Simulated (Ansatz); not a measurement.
**Phonons of InP (F-43m) against volume**

Wanted: Grüneisen parameters and pressure coefficients of the modes of InP (F-43m).

Method: DFT LDA, scalar-relativistic, plane waves, PAW; PAW set soft_1, in Ansatz 0.2.0.

The database entry behind the starting cell differs from later determinations by our own check (0.1 to 0.3 % short, probably kX units), so it need not match the best structure at ambient conditions.

### Step 1. The structure

Symmetry: F-43m, No. 216, cubic system. Conventional cell: a = 5.861 Å, b = 5.861 Å, c = 5.861 Å, α = 90.00°, β = 90.00°, γ = 90.00°. Nearest to P lie 4 In at 2.54 Å. Nearest to In lie 4 P at 2.54 Å. Farther neighbours are not listed.

Structure file:

```cif
data_structure
_symmetry_space_group_name_H-M 'P 1'
_symmetry_Int_Tables_number 1
_cell_length_a 4.1444
_cell_length_b 4.1444
_cell_length_c 4.1444
_cell_angle_alpha 60.000
_cell_angle_beta 60.000
_cell_angle_gamma 60.000
_cell_volume 50.33
loop_
_atom_site_label
_atom_site_type_symbol
_atom_site_fract_x
_atom_site_fract_y
_atom_site_fract_z
_atom_site_occupancy
P1 P 0.75000 0.75000 0.75000 1
In2 In 0.00000 0.00000 0.00000 1
```

### Step 2. Bringing the structure to rest

Harmonic phonons are second derivatives at a point where the forces vanish, and they are wanted at zero stress, so atoms and cell are relaxed first.

Input file input.yaml:

```yaml
crystal:
  lattice:
    - [0.0, 2.9305, 2.9305]
    - [2.9305, 0.0, 2.9305]
    - [2.9305, 2.9305, 0.0]
  atoms:
    - { symbol: P, position: [0.75, 0.75, 0.75] }
    - { symbol: In, position: [0.0, 0.0, 0.0] }
kpoints:
  mp_grid: { grid: [10, 10, 10] }
hamiltonian:
  xc: lda
  pseudopotentials: { kind: paw, azcp: { folder: soft_1 }, xc_functional: pbe }
scf:
  occupations: { method: gaussian, width: 0.02 }
output:
  forces: true
  stress: true
  eigenvalues: true
relax:
  adjacent_minimum: "off"
  f_tol: 0.005
  max_steps: 80
  cell: { stress_tol: 0.05 }
```

Command:

```
ansatz run input.yaml --threads 4 --pin off --max-ram 10240MiB --backend cpu --events-out ev --progress --plain --runs-dir out
```

Numbers of over 12 decimals in the logs are rounded to 6 here.

The program printed:

```text
Engine: ansatz 0.2.0, x86_64-unknown-linux-gnu
Pseudopotentials: kind: paw
Pseudopotential: P, paw, valence charge 5, recommended cutoff 420 eV (normal), soft_1/P.paw.azcp
Pseudopotential: In, paw, valence charge 13, recommended cutoff 420 eV (normal), soft_1/In.paw.azcp
Functional definition: SPW92
  exchange = slater_x
  correlation = pw_c
Crystal: 2 atoms, lattice volume = 50.333 Å³
Basis set: ecut = 420 eV, 941 PW (Γ)
Bands: 13, of which v1, the nominal top of the filled ones, is band 9 counted from 1 (8 counted from 0)
Symmetry: 24 space group operations
Space group: F-43m (ITA 216), of the structure as read, at distance tolerance 3.7e-5 Å
k-points: 47 of 1000 (time reversal used)
Non-local potential: P, projectors of the file, l = 0: 2, l = 1: 2, l = 2: 1
Non-local potential: In, projectors of the file, l = 0: 2, l = 1: 2, l = 2: 2, l = 3: 1
PAW form: soft (Blöchl's): semilocal exchange-correlation on the pseudo side does not see the compensation charge
PAW frozen core: P, regenerated for the run's functional, and the local potential with it (the file was generated under x = pbe(κ = 0.804, μ = 0.219515), c = pbe(β = 0.066725))
PAW frozen core: In, regenerated for the run's functional, and the local potential with it (the file was generated under x = pbe(κ = 0.804, μ = 0.219515), c = pbe(β = 0.066725))
PAW one-centre angular grid: P, 110 points (default); XC on 64 Gauss nodes
PAW one-centre angular grid: In, 590 points (default); XC on 64 Gauss nodes
Initial density: superposition of atomic densities (chi_scale 0.1, normalization cell, long waves kept (reshape's long-wave potential 0.00 eV rms))
Initial wavefunctions: pseudopotential atomic-orbital guess
Functional: x = slater, c = lda
SCF iter   1: F=—  HF=-6183.851424 eV  |F-HF|=—  |Δ(HF+E_count)|=         —  Δρ=3.22e-2  dr2=7.73e-1  ethr=3.10e-3  ⟨swp⟩=6.4  Hψ=4231  notcnv=0
preconditioner: auto → none  [insulator: Δε(μ)=0.809 eV  Ē_g=14.376 eV  σ=0.020 eV  W_gap=1.00  n_scr=14 (ndim 8)  ℏωp=22.2 eV  f_vac=0.000  D(μ)=0.00/eV (n_scr^D=0)  ε∞_Penn≈3.4]
SCF iter   2: F=—  HF=-6183.623911 eV  |F-HF|=—  |Δ(HF+E_count)|=   2.28e-1  Δρ=1.51e-2  dr2=9.15e-2  ethr=3.10e-3  ⟨swp⟩=3.5  Hψ=1533  notcnv=0
SCF iter   3: F=—  HF=-6183.603571 eV  |F-HF|=—  |Δ(HF+E_count)|=   2.03e-2  Δρ=5.75e-3  dr2=1.23e-2  ethr=5.08e-4  ⟨swp⟩=2.6  Hψ=1057  notcnv=0
SCF iter   4: F=—  HF=-6183.600941 eV  |F-HF|=—  |Δ(HF+E_count)|=   2.63e-3  Δρ=6.92e-4  dr2=1.12e-4  ethr=6.83e-5  ⟨swp⟩=3.1  Hψ=1210  notcnv=0
SCF iter   5: F=—  HF=-6183.600915 eV  |F-HF|=—  |Δ(HF+E_count)|=   2.59e-5  Δρ=1.38e-4  dr2=5.39e-6  ethr=6.22e-7  ⟨swp⟩=2.0  Hψ=1032  notcnv=0
SCF iter   6: F=—  HF=-6183.600913 eV  |F-HF|=—  |Δ(HF+E_count)|=   2.60e-6  Δρ=1.68e-5  dr2=1.11e-7  ethr=2.99e-8  ⟨swp⟩=2.9  Hψ=1039  notcnv=0
SCF iter   7: F=-6183.600913 eV  HF=-6183.600913 eV  |F-HF|=1.65e-9  |Δ(HF+E_count)|=   7.13e-9  Δρ=1.55e-6  dr2=1.97e-9  ethr=5.56e-10  ⟨swp⟩=6.9  Hψ=3000  notcnv=0
SCF 1 converged in 7 iterations: F = -6183.600913 eV  dr2 = 1.97e-9
  greatest PAW one-centre occupation: 0.982 electrons in one spin orbital (limit 2), on the In atom at site 1 (counted from 0), in its partial waves of l = 2
relax step   1: F+E_penalty+E_count = -6183.60091275 eV  Δ(F+E_penalty+E_count) = +0.000e0 eV  max|allowed force component| = 2.405e-16 eV/Å  Δτ_max = 0.0000 Å  P = -1.201 GPa  Ω = 50.333 Å³  (7 SCF iters, dr2 threshold 1.00e-7 eV, accepted)
Crystal: 2 atoms, lattice volume = 49.324 Å³
Initial density: handed on by an earlier stage of this run
Initial wavefunctions: those handed on with the density
iter 1 solved again at ethr=4.94e-6 eV; its pass at ethr=3.10e-3 eV (dr2=8.89e-4 eV) is discarded
SCF iter   1: F=—  HF=-6183.604574 eV  |F-HF|=—  |Δ(HF+E_count)|=         —  Δρ=1.01e-3  dr2=9.42e-4  ethr=4.94e-6  ⟨swp⟩=2.0  Hψ=4687  notcnv=0
preconditioner: auto → none  [insulator: Δε(μ)=0.600 eV  Ē_g=14.687 eV  σ=0.020 eV  W_gap=1.00  n_scr=14 (ndim 8)  ℏωp=22.4 eV  f_vac=0.005  D(μ)=0.00/eV (n_scr^D=0)  ε∞_Penn≈3.3]
SCF iter   2: F=—  HF=-6183.604288 eV  |F-HF|=—  |Δ(HF+E_count)|=   2.86e-4  Δρ=3.55e-4  dr2=6.67e-5  ethr=4.94e-6  ⟨swp⟩=2.0  Hψ=964  notcnv=0
SCF iter   3: F=—  HF=-6183.604274 eV  |F-HF|=—  |Δ(HF+E_count)|=   1.42e-5  Δρ=1.48e-4  dr2=9.03e-6  ethr=3.70e-7  ⟨swp⟩=2.1  Hψ=747  notcnv=0
SCF iter   4: F=—  HF=-6183.604274 eV  |F-HF|=—  |Δ(HF+E_count)|=   1.71e-9  Δρ=3.79e-5  dr2=6.40e-7  ethr=5.02e-8  ⟨swp⟩=1.6  Hψ=701  notcnv=0
SCF iter   5: F=-6183.604274 eV  HF=-6183.604274 eV  |F-HF|=1.97e-9  |Δ(HF+E_count)|=   7.52e-8  Δρ=4.72e-6  dr2=7.42e-9  ethr=1.11e-9  ⟨swp⟩=6.7  Hψ=3150  notcnv=0
SCF 2 converged in 5 iterations: F = -6183.604274 eV  dr2 = 7.42e-9
relax step   2: F+E_penalty+E_count = -6183.60427416 eV  Δ(F+E_penalty+E_count) = -3.361e-3 eV  max|allowed force component| = 5.898e-17 eV/Å  Δτ_max = 0.0000 Å  P = +0.193 GPa  Ω = 49.324 Å³  energy of the carried Pulay correction = +1.043e-4 eV  (5 SCF iters, dr2 threshold 2.00e-7 eV, accepted)
Crystal: 2 atoms, lattice volume = 49.462 Å³
iter 1 solved again at ethr=9.79e-8 eV; its pass at ethr=3.10e-3 eV (dr2=1.76e-5 eV) is discarded
SCF iter   1: F=—  HF=-6183.604346 eV  |F-HF|=—  |Δ(HF+E_count)|=         —  Δρ=1.39e-4  dr2=1.82e-5  ethr=9.79e-8  ⟨swp⟩=2.9  Hψ=4455  notcnv=0
preconditioner: auto → none  [insulator: Δε(μ)=0.573 eV  Ē_g=14.682 eV  σ=0.020 eV  W_gap=1.00  n_scr=14 (ndim 8)  ℏωp=22.4 eV  f_vac=0.008  D(μ)=0.00/eV (n_scr^D=0)  ε∞_Penn≈3.3]
SCF iter   2: F=—  HF=-6183.604340 eV  |F-HF|=—  |Δ(HF+E_count)|=   5.60e-6  Δρ=4.93e-5  dr2=1.35e-6  ethr=9.79e-8  ⟨swp⟩=2.0  Hψ=786  notcnv=0
SCF iter   3: F=—  HF=-6183.604340 eV  |F-HF|=—  |Δ(HF+E_count)|=   3.14e-7  Δρ=1.95e-5  dr2=1.70e-7  ethr=7.48e-9  ⟨swp⟩=2.9  Hψ=1057  notcnv=0
SCF iter   4: F=-6183.604340 eV  HF=-6183.604340 eV  |F-HF|=5.31e-9  |Δ(HF+E_count)|=   1.14e-8  Δρ=6.82e-6  dr2=1.92e-8  ethr=5.19e-10  ⟨swp⟩=6.0  Hψ=2970  notcnv=0
SCF 3 converged in 4 iterations: F = -6183.604340 eV  dr2 = 1.92e-8
relax step   3: F+E_penalty+E_count = -6183.60433983 eV  Δ(F+E_penalty+E_count) = -6.567e-5 eV  max|allowed force component| = 2.776e-17 eV/Å  Δτ_max = 0.0000 Å  P = -0.006 GPa  Ω = 49.462 Å³  energy of the carried Pulay correction = +8.999e-5 eV  (4 SCF iters, dr2 threshold 9.35e-8 eV, accepted)
Initial wavefunctions: pseudopotential atomic-orbital guess (no wavefunctions were taken with the density)
iter 1 solved again at ethr=1.23e-6 eV; its pass at ethr=3.10e-3 eV (dr2=2.22e-4 eV) is discarded
SCF iter   1: F=—  HF=-6183.604255 eV  |F-HF|=—  |Δ(HF+E_count)|=         —  Δρ=1.48e-5  dr2=3.44e-8  ethr=1.23e-6  ⟨swp⟩=3.1  Hψ=6064  notcnv=0
eigensolver tolerance schedule: the retry pair's looser diagonalisation over-reported the residual by 6455.41 of it (diagonalisation noise at an unbounded share of the residual, at the tolerance the schedule requests for it); recorded, not acted on — ethr = c·dr2/N_el stays at c = 1.0e-1
preconditioner: auto → none  [insulator: Δε(μ)=0.575 eV  Ē_g=14.681 eV  σ=0.020 eV  W_gap=1.00  n_scr=14 (ndim 8)  ℏωp=22.4 eV  f_vac=0.008  D(μ)=0.00/eV (n_scr^D=0)  ε∞_Penn≈3.3]
SCF iter   2: F=—  HF=-6183.604255 eV  |F-HF|=—  |Δ(HF+E_count)|=   4.26e-7  Δρ=7.49e-6  dr2=7.46e-9  ethr=1.91e-10  ⟨swp⟩=3.4  Hψ=1411  notcnv=0
SCF iter   3: F=—  HF=-6183.604255 eV  |F-HF|=—  |Δ(HF+E_count)|=   3.23e-9  Δρ=2.86e-6  dr2=6.28e-9  ethr=4.14e-11  ⟨swp⟩=2.0  Hψ=1034  notcnv=0
SCF iter   4: F=—  HF=-6183.604255 eV  |F-HF|=—  |Δ(HF+E_count)|=   2.09e-9  Δρ=7.68e-7  dr2=1.49e-10  ethr=3.49e-11  ⟨swp⟩=2.0  Hψ=765  notcnv=0
SCF iter   5: F=—  HF=-6183.604255 eV  |F-HF|=—  |Δ(HF+E_count)|=  6.73e-11  Δρ=2.18e-7  dr2=2.08e-11  ethr=1.00e-12  ⟨swp⟩=2.0  Hψ=988  notcnv=0
SCF iter   6: F=-6183.604255 eV  HF=-6183.604255 eV  |F-HF|=9.09e-13  |Δ(HF+E_count)|=  2.73e-12  Δρ=8.00e-8  dr2=1.15e-12  ethr=1.00e-12  ⟨swp⟩=7.3  Hψ=3320  notcnv=0
SCF 4 converged in 6 iterations: F = -6183.604255 eV  dr2 = 1.15e-12
relax step   4: F+E_penalty+E_count = -6183.60425493 eV  Δ(F+E_penalty+E_count) = +8.490e-5 eV  max|allowed force component| = 8.327e-17 eV/Å  Δτ_max = 0.0000 Å  P = -0.008 GPa  Ω = 49.462 Å³  stress off target by 7.78e-3 GPa  SCF on the basis re-selected at this cell (its energy is not comparable with the rows above)  (6 SCF iters)
basis re-selected at this cell: Δ(F+E_penalty+E_count) = +8.490e-5 eV, ΔP = -0.002 GPa vs the last step (what re-selecting the basis moved, of the pressure what is left beyond the Pulay correction that the steps carried, after the strain that the cell walked since its last selection, with what the two solves' SCF thresholds leave and, on support functions, any second-order correction that the steps lacked; it is no m [...]
SCF converged after 6 iterations
Free energy (F): -6183.604255 eV
Harris-Foulkes:  -6183.604255 eV  (|F-HF|=9.09e-13)
Internal energy: -6183.604255 eV  (E = F + TS)
E sigma→0 (E₀):  -6183.604255 eV
Fermi energy:    7.286481 eV
--- Per-component energies (eV) ---
  E_band       = -53.156006
  E_kinetic    = 289.150836
  E_local      = -1325.198407  (includes V_loc(G=0)·N_el)
  E_nonlocal   = 363.947144
  E_hartree    = 529.291290
  E_xc         = -214.136665
  E_vxc        = -151.772132  (∫ρ·V_xc dr)
  E_paw        = -4599.225457  (= ΣΔE_a)
  E_vpaw       = -287.866126  (= ΣTr[D̂ρ^β])
  E_aug_tail   = 0.000084  (compensation charges beyond the density's cutoff)
  E_ewald      = -1227.834967
  E_core_change = 0.401886  (= ΣΔE_core)
  E_smearing   = -0.000000  (= −TS)
  E_closure    = 0.000000  (closes the sum)
  Σ components = -6183.604255   (vs F -6183.604255, Δ=0.00e0)
--- Forces (eV/Å), atoms counted from 1 ---
  atom   1  P      0.00000000    -0.00000000    -0.00000000
  atom   2  In    -0.00000000    -0.00000000     0.00000000
  max |Σ_I F_I| component: 5.32e-17 eV/Å
--- Stress (GPa, compression-positive) ---
       -0.007780      -0.000000       0.000000
       -0.000000      -0.007780       0.000000
       -0.000000       0.000000      -0.007780
  P = ⅓ Tr σ = -0.0078 GPa (-0.078 kbar)
--- Band table (eV; the first three rows and the last of 47) ---
  k-point 0: bands = [... 5 lower, -4.6799, 6.9987, 6.9987, 6.9987, 7.5735, 10.9566, 10.9566, 10.9566]
  k-point 1: bands = [... 5 lower, -4.5608, 5.7768, 6.8670, 6.8670, 8.3972, 11.0256, 11.1506, 11.1506]
  k-point 2: bands = [... 5 lower, -4.2181, 4.2067, 6.5707, 6.5707, 8.7034, 11.5368, 11.5368, 11.6686]
  k-point 46: bands = [... 5 lower, -2.0982, 1.1830, 3.9780, 3.9962, 10.6614, 10.9615, 13.0406, 13.4536]
--- Relaxed structure (3 steps of the walk, 3 accepted, 1 SCFs on fresh bases) ---
  F+E_penalty+E_count = -6183.60425493 eV   max|allowed force component| = 8.327e-17 eV/Å   (the final SCF, on the basis selected at the relaxed cell)
  cell:  # Å, volume = 49.4619 Å³
    - [0, 2.913491, 2.913491]
    - [2.913491, 0, 2.913491]
    - [2.913491, 2.913491, 0]
  atoms:
    - { symbol: P, position: [0.75, 0.75, 0.75] }
    - { symbol: In, position: [0, 0, 0] }
```

The job ended after 5.6 s (4 threads of Intel Xeon at 2.70GHz, shared host; peak memory 0.38 GiB).

Step by step:

```
step  energy less that of the first step (eV)  largest force component (eV/Å)  pressure (GPa)  volume (Å³)
   1                                   0.0000                          0.0000           -1.20        50.33
   2                                  -0.0034                          0.0000            0.19        49.32
   3                                  -0.0034                          0.0000           -0.01        49.46
  4*                                  -0.0033                          0.0000           -0.01        49.46
```

Relaxation steps marked * repeat the geometry before them on a plane-wave basis chosen anew for their cell, so energy and pressure can jump there.

Forces are held to the 24 operations that the run works with; a distortion that breaks them can't arise in this run.

```
conventional cell, symmetrised  before  after  change
                         a (Å)   5.861  5.827  -0.6 %
                         b (Å)   5.861  5.827  -0.6 %
                         c (Å)   5.861  5.827  -0.6 %
              volume (Å³/atom)   25.17  24.73  -1.7 %
```

Final coordinates:

```cif
data_structure
_symmetry_space_group_name_H-M 'P 1'
_symmetry_Int_Tables_number 1
_cell_length_a 4.1203
_cell_length_b 4.1203
_cell_length_c 4.1203
_cell_angle_alpha 60.000
_cell_angle_beta 60.000
_cell_angle_gamma 60.000
_cell_volume 49.46
loop_
_atom_site_label
_atom_site_type_symbol
_atom_site_fract_x
_atom_site_fract_y
_atom_site_fract_z
_atom_site_occupancy
P1 P 0.75000 0.75000 0.75000 1
In2 In 0.00000 0.00000 0.00000 1
```

This step gave:

```yaml
pressure: -0.007780 GPa
gap_on_the_k_mesh: 0.5747 eV
volume_per_atom: 24.73 Å³
```

In this step the volume went from 25.17 to 24.73 Å³/atom.

### Step 3. Tight relaxation

A first tight relaxation and response on 12×12×12 k points, not shown, drew a warning on the mesh, so the tight relaxation is repeated on 20×20×20 points.

input.yaml, the sections that differ from step 2:

```yaml
crystal:
  lattice:
    - [0.0, 2.9134905987, 2.9134905987]
    - [2.9134905987, 0.0, 2.9134905987]
    - [2.9134905987, 2.9134905987, 0.0]
  atoms:
    - { symbol: P, position: [0.75, 0.75, 0.75] }
    - { symbol: In, position: [0.0, 0.0, 0.0] }
kpoints:
  mp_grid: { grid: [20, 20, 20] }
scf:
  occupations: { method: fixed }
relax:
  adjacent_minimum: "off"
  f_tol: 0.001
  max_steps: 60
  cell: { stress_tol: 0.01 }
# hamiltonian, output: as in step 2
```

The program printed:

```text
[...]
Crystal: 2 atoms, lattice volume = 49.462 Å³
Basis set: ecut = 420 eV, 941 PW (Γ)
Bands: 13, of which v1, the nominal top of the filled ones, is band 9 counted from 1 (8 counted from 0)
Symmetry: 24 space group operations
[...]
k-points: 256 of 8000 (time reversal used)
[...]
k-point 255: bands = [... 5 lower, -2.0901, 1.1991, 3.9204, 3.9445, 11.1799, 11.3334, 12.4454, 13.0425]
--- Relaxed structure (1 steps of the walk, 1 accepted, 1 SCFs on fresh bases) ---
[...]
cell:  # Å, volume = 49.4619 Å³
    - [0.0, 2.9134905987, 2.9134905987]
    - [2.9134905987, 0.0, 2.9134905987]
    - [2.9134905987, 2.9134905987, 0.0]
  atoms:
    - { symbol: P, position: [0.750000, 0.750000, 0.750000] }
    - { symbol: In, position: [0.0, 0.0, 0.0] }
[key lines of the parts left out:]
SCF converged after 6 iterations
Free energy (F): -6183.604889 eV
Fermi energy:    6.998182 eV
P = ⅓ Tr σ = -0.0003 GPa (-0.003 kbar)
```

Run time: 11 s. Hardware: 4 threads; peak memory 0.54 GiB; 40 s of CPU time.

Little changed from the start: no atom moved by 0.005 Å and no cell edge by 0.1 %.

Numbers from this step:

```yaml
pressure: -2.88e-4 GPa
gap_on_the_k_mesh: 0.5750 eV
```

The forces vanish by symmetry and the pressure is 0.000 GPa, within the tolerances set. The cell now holds 24.73 Å³/atom.

(Continued in part 2 of 3.)

[Logs are printed without paths, hosts, clocks, repeated set-up lines and the standing remarks that a program may print on its own settings, such as how far it seeks lower states.]

[Hosts, paths, dates, database ids (printed as entryN), source tags and the programs' standing remarks are cut or masked in the printed files.]
